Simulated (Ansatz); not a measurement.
# GaN (F-43m):W_Ga, thermodynamic levels from a 54-atom cell

Wanted: the transition levels of a substitutional impurity in GaN (F-43m), from a cell of 54 host atoms with 1 Ga taken out and 1 W put in.

Method: place-levels on r2SCAN runs: charge-transition levels and formation energies with image-charge correction and potential alignment at the atomic sites; PAW set soft_1, in Ansatz 0.2.0.

## 1. The starting structure

The cell holds 54 atoms: 26 Ga, 27 N and 1 W. Cell: a = 9.542 Å, b = 9.542 Å, c = 9.542 Å, α = 60.0°, β = 60.0°, γ = 60.0°. It derives from GaN (space group F-43m). Nearest the centre at fractional (0.333, 0.667, 0.667): W35 at 0.00 Å, N30 at 1.95 Å, N18 at 1.95 Å, N34 at 1.95 Å, N36 at 1.95 Å, Ga33 at 3.18 Å, Ga17 at 3.18 Å, Ga29 at 3.18 Å.

As a file:

```xyz
54
Lattice="0.0000 6.7473 6.7473 6.7473 0.0000 6.7473 6.7473 6.7473 0.0000" Properties=species:S:1:pos:R:3 pbc="T T T"
Ga    0.0000    0.0000    0.0000
N     1.1245    1.1245    1.1245
Ga    2.2491    2.2491    0.0000
N     3.3736    3.3736    1.1245
Ga    4.4982    4.4982    0.0000
N     5.6227    5.6227    1.1245
Ga    2.2491    0.0000    2.2491
N     3.3736    1.1245    3.3736
Ga    4.4982    2.2491    2.2491
N     5.6227    3.3736    3.3736
Ga    6.7473    4.4982    2.2491
N     7.8718    5.6227    3.3736
Ga    4.4982    0.0000    4.4982
N     5.6227    1.1245    5.6227
Ga    6.7473    2.2491    4.4982
N     7.8718    3.3736    5.6227
Ga    8.9964    4.4982    4.4982
N    10.1209    5.6227    5.6227
Ga    0.0000    2.2491    2.2491
N     1.1245    3.3736    3.3736
Ga    2.2491    4.4982    2.2491
N     3.3736    5.6227    3.3736
Ga    4.4982    6.7473    2.2491
N     5.6227    7.8718    3.3736
Ga    2.2491    2.2491    4.4982
N     3.3736    3.3736    5.6227
Ga    4.4982    4.4982    4.4982
N     5.6227    5.6227    5.6227
Ga    6.7473    6.7473    4.4982
N     7.8718    7.8718    5.6227
Ga    4.4982    2.2491    6.7473
N     5.6227    3.3736    7.8718
Ga    6.7473    4.4982    6.7473
N     7.8718    5.6227    7.8718
W     8.9964    6.7473    6.7473
N    10.1209    7.8718    7.8718
Ga    0.0000    4.4982    4.4982
N     1.1245    5.6227    5.6227
Ga    2.2491    6.7473    4.4982
N     3.3736    7.8718    5.6227
Ga    4.4982    8.9964    4.4982
N     5.6227   10.1209    5.6227
Ga    2.2491    4.4982    6.7473
N     3.3736    5.6227    7.8718
Ga    4.4982    6.7473    6.7473
N     5.6227    7.8718    7.8718
Ga    6.7473    8.9964    6.7473
N     7.8718   10.1209    7.8718
Ga    4.4982    4.4982    8.9964
N     5.6227    5.6227   10.1209
Ga    6.7473    6.7473    8.9964
N     7.8718    7.8718   10.1209
Ga    8.9964    8.9964    8.9964
N    10.1209   10.1209   10.1209
```

Known beforehand: the electronic dielectric constant, 6.00, and the static one, 10.56, computed on the host (DFPT, PBEsol, on the r2SCAN cell), and a cell off the functional's own equilibrium shifts the ionic part.

The cell's shortest repeat is 9.5 Å.

## 2. The runs of each charge state

A transition level is the Fermi level at which two charge states cost the same, so each charge needs its own total energy, at its own relaxed structure.

Random displacements of about 0.05 Å break the site symmetry at the start, so that the relaxation can reach a distorted minimum if there is one. Forces are taken on a 2×2×2 shifted mesh. The cell holds 1 electron more than the neutral one, with a uniform background that keeps it neutral on the whole.

The sampling was tested on the host first: at the k-points planned (1x1x1 shifted 0.25 0.25 0.25) its energy lies 0.067 eV an atom from the dense-mesh value, so the final energies take a denser sampling.

One of the inputs; charge, spin and start change from state to state.

The input, qm1.relax/input.yaml:

```yaml
crystal:
  lattice:
    - [0.0, 6.74729083, 6.74729083]
    - [6.74729083, 0.0, 6.74729083]
    - [6.74729083, 6.74729083, 0.0]
  atoms:
    - { symbol: Ga, position: [0.0, 0.0, 0.0] }
    - { symbol: "N", position: [0.08333333, 0.08333333, 0.08333333] }
    - { symbol: Ga, position: [0.0, 0.0, 0.33333333] }
    - { symbol: "N", position: [0.08333333, 0.08333333, 0.41666667] }
    - { symbol: Ga, position: [0.0, 0.0, 0.66666667] }
    - { symbol: "N", position: [0.08333333, 0.08333333, 0.75] }
    - { symbol: Ga, position: [0.0, 0.33333333, 0.0] }
    - { symbol: "N", position: [0.08333333, 0.41666667, 0.08333333] }
    - { symbol: Ga, position: [0.0, 0.33333333, 0.33333333] }
    - { symbol: "N", position: [0.08333333, 0.41666667, 0.41666667] }
    - { symbol: Ga, position: [0.0, 0.33333333, 0.66666667] }
    - { symbol: "N", position: [0.08333333, 0.41666667, 0.75] }
    - { symbol: Ga, position: [0.0, 0.66666667, 0.0] }
    - { symbol: "N", position: [0.08333333, 0.75, 0.08333333] }
    - { symbol: Ga, position: [0.0, 0.66666667, 0.33333333] }
    - { symbol: "N", position: [0.08333333, 0.75, 0.41666667] }
    - { symbol: Ga, position: [0.0, 0.66666667, 0.66666667] }
    - { symbol: "N", position: [0.08333333, 0.75, 0.75] }
    - { symbol: Ga, position: [0.33333333, 0.0, 0.0] }
    - { symbol: "N", position: [0.41666667, 0.08333333, 0.08333333] }
    - { symbol: Ga, position: [0.33333333, 0.0, 0.33333333] }
    - { symbol: "N", position: [0.41666667, 0.08333333, 0.41666667] }
    - { symbol: Ga, position: [0.33333333, 0.0, 0.66666667] }
    - { symbol: "N", position: [0.41666667, 0.08333333, 0.75] }
    - { symbol: Ga, position: [0.33333333, 0.33333333, 0.0] }
    - { symbol: "N", position: [0.41666667, 0.41666667, 0.08333333] }
    - { symbol: Ga, position: [0.33333333, 0.33333333, 0.33333333] }
    - { symbol: "N", position: [0.41666667, 0.41666667, 0.41666667] }
    - { symbol: Ga, position: [0.33333333, 0.33333333, 0.66666667] }
    - { symbol: "N", position: [0.41666667, 0.41666667, 0.75] }
    - { symbol: Ga, position: [0.33333333, 0.66666667, 0.0] }
    - { symbol: "N", position: [0.41666667, 0.75, 0.08333333] }
    - { symbol: Ga, position: [0.33333333, 0.66666667, 0.33333333] }
    - { symbol: "N", position: [0.41666667, 0.75, 0.41666667] }
    - { symbol: W, position: [0.33333333, 0.66666667, 0.66666667] }
    - { symbol: "N", position: [0.41666667, 0.75, 0.75] }
    - { symbol: Ga, position: [0.66666667, 0.0, 0.0] }
    - { symbol: "N", position: [0.75, 0.08333333, 0.08333333] }
    - { symbol: Ga, position: [0.66666667, 0.0, 0.33333333] }
    - { symbol: "N", position: [0.75, 0.08333333, 0.41666667] }
    - { symbol: Ga, position: [0.66666667, 0.0, 0.66666667] }
    - { symbol: "N", position: [0.75, 0.08333333, 0.75] }
    - { symbol: Ga, position: [0.66666667, 0.33333333, 0.0] }
    - { symbol: "N", position: [0.75, 0.41666667, 0.08333333] }
    - { symbol: Ga, position: [0.66666667, 0.33333333, 0.33333333] }
    - { symbol: "N", position: [0.75, 0.41666667, 0.41666667] }
    - { symbol: Ga, position: [0.66666667, 0.33333333, 0.66666667] }
    - { symbol: "N", position: [0.75, 0.41666667, 0.75] }
    - { symbol: Ga, position: [0.66666667, 0.66666667, 0.0] }
    - { symbol: "N", position: [0.75, 0.75, 0.08333333] }
    - { symbol: Ga, position: [0.66666667, 0.66666667, 0.33333333] }
    - { symbol: "N", position: [0.75, 0.75, 0.41666667] }
    - { symbol: Ga, position: [0.66666667, 0.66666667, 0.66666667] }
    - { symbol: "N", position: [0.75, 0.75, 0.75] }
  host:
    repeats: [3, 3, 3]
    atoms:
      - { symbol: Ga, position: [0.0, 0.0, 0.0] }
      - { symbol: "N", position: [0.25, 0.25, 0.25] }
total_charge: -1
basis:
  ecutwfc: 500
  xc_grid: 2
hamiltonian:
  xc: r2scan
  pseudopotentials: { kind: paw, azcp: { folder: soft_1 } }
kpoints:
  mp_grid: { grid: [2, 2, 2], shift: [0.5, 0.5, 0.5] }
scf:
  occupations: { method: fixed }
  max_iter: 100
output:
  forces: true
  charged_corrections:
    epsilon: 6.0
    static_epsilon: 10.56
    defect_position: [0.333333, 0.666667, 0.666667]
relax:
  f_tol: 0.02
  max_steps: 80
  random_displacement: { amplitude: 0.05, seed: 3648 }
checkpoint:
  write: "../qm1.relax.run"
  compress: false
  write_wavefunctions: true
  write_every: 100000
```

Command:

```console
ansatz run input.yaml --threads 4 --pin off --max-ram 15073MiB --backend cpu --events-out ev --progress --plain --runs-dir out
```

The run of this state that the levels use, under r2SCAN:

The input, qm1.point/input.yaml:

```yaml
crystal:
  checkpoint: "../qm1.relax.run"
  host: checkpoint
total_charge: -1
basis:
  ecutwfc: 500
  xc_grid: 2
hamiltonian:
  xc: r2scan
  pseudopotentials: { kind: paw, azcp: { folder: soft_1 } }
kpoints:
  mp_grid: { grid: [2, 2, 2], shift: [0.5, 0.5, 0.5] }
scf:
  occupations: { method: fermi_dirac, width: 0.01 }
  max_iter: 100
output:
  forces: true
  eigenvalues: true
  charged_corrections:
    epsilon: 6.0
    static_epsilon: 10.56
    defect_position: [0.333333, 0.666667, 0.666667]
  eigenstates: { localisation: true }
  populations: true
  band_densities: [{ bands: [v1, v1] }, { bands: [c1, c1] }]
  write_density: true
  write_potential: true
  volumetric_format: npy
  elf: true
checkpoint:
  read: "../qm1.relax.run"
  write: "../qm1.point.run"
  compress: false
  write_wavefunctions: false
  write_every: 100000
```

Relaxations under r2SCAN at a 2×2×2 shifted mesh; times on 4 threads of Arm Neoverse V2, shared host:

```
charge  moment (μB)  occupations        outcome  steps  largest displacement against the far atoms (Å)     time
    −1            0        fixed      converged     14                                            0.45   13 min
    −1            4        fixed      converged      6                                            0.23   15 min
    −1            2        fixed      converged     10                                            0.41   25 min
     0            1        fixed      converged     11                                            0.19   24 min
     0            3        fixed      converged      5                                            0.08   14 min
    +1            0        fixed  not converged      2                                               -  8.5 min
    +1            0  fermi-dirac      converged      5                                            0.05  6.1 min
    +1            2        fixed      converged      4                                            0.04   11 min
    +2            1        fixed      converged     13                                            0.08   43 min
```

Single points under r2SCAN at a 2×2×2 shifted mesh; times on 4 threads of Arm Neoverse V2, shared host:

```
charge  moment (μB)  occupations    outcome     time
    −1            0  fermi-dirac  converged     48 s
    −1            4  fermi-dirac  converged  1.8 min
    −1            2  fermi-dirac  converged  1.7 min
     0            1  fermi-dirac  converged  1.8 min
     0            3  fermi-dirac  converged     94 s
    +1            0  fermi-dirac  converged     41 s
    +1            2  fermi-dirac  converged     93 s
    +2            1  fermi-dirac  converged  1.8 min
```

Distances (Å) from W35 to the nearest atoms after relaxation with r2SCAN:

```
charge  moment (μB)      1.      2.      3.      4.       5.       6.
    −1            0  N 1.83  N 2.05  N 2.06  N 2.36  Ga 2.66  Ga 2.95
    −1            4  N 2.02  N 2.02  N 2.03  N 2.20  Ga 2.98  Ga 2.98
    −1            2  N 1.88  N 2.13  N 2.13  N 2.18  Ga 2.85  Ga 2.97
     0            1  N 1.99  N 1.99  N 1.99  N 2.14  Ga 3.02  Ga 3.02
     0            3  N 2.00  N 2.02  N 2.02  N 2.02  Ga 3.18  Ga 3.19
    +1            0  N 1.96  N 1.97  N 1.97  N 1.97  Ga 3.21  Ga 3.21
    +1            2  N 1.98  N 1.99  N 1.99  N 1.99  Ga 3.22  Ga 3.22
    +2            1  N 1.93  N 1.93  N 1.93  N 1.93  Ga 3.23  Ga 3.23
```

(Part 1 of 2 ends here.)

[Logs are printed without paths, hosts, clocks, repeated set-up lines and the standing remarks that a program may print on its own settings, such as how far it seeks lower states.]

[Hosts, paths, dates, database ids (printed as entryN), source tags and the programs' standing remarks are cut or masked in the printed files.]

[Where a table of states has a column of steps, it counts the stored structures, which are thinned; the runs took as many ionic steps or more.]

[A defect's name tells the site on which it was built; relaxed atoms can leave that site.]

[For some hosts the program warned that the k-mesh of the response run may be too coarse for force constants and the static dielectric constant; such warnings are not shown here.]
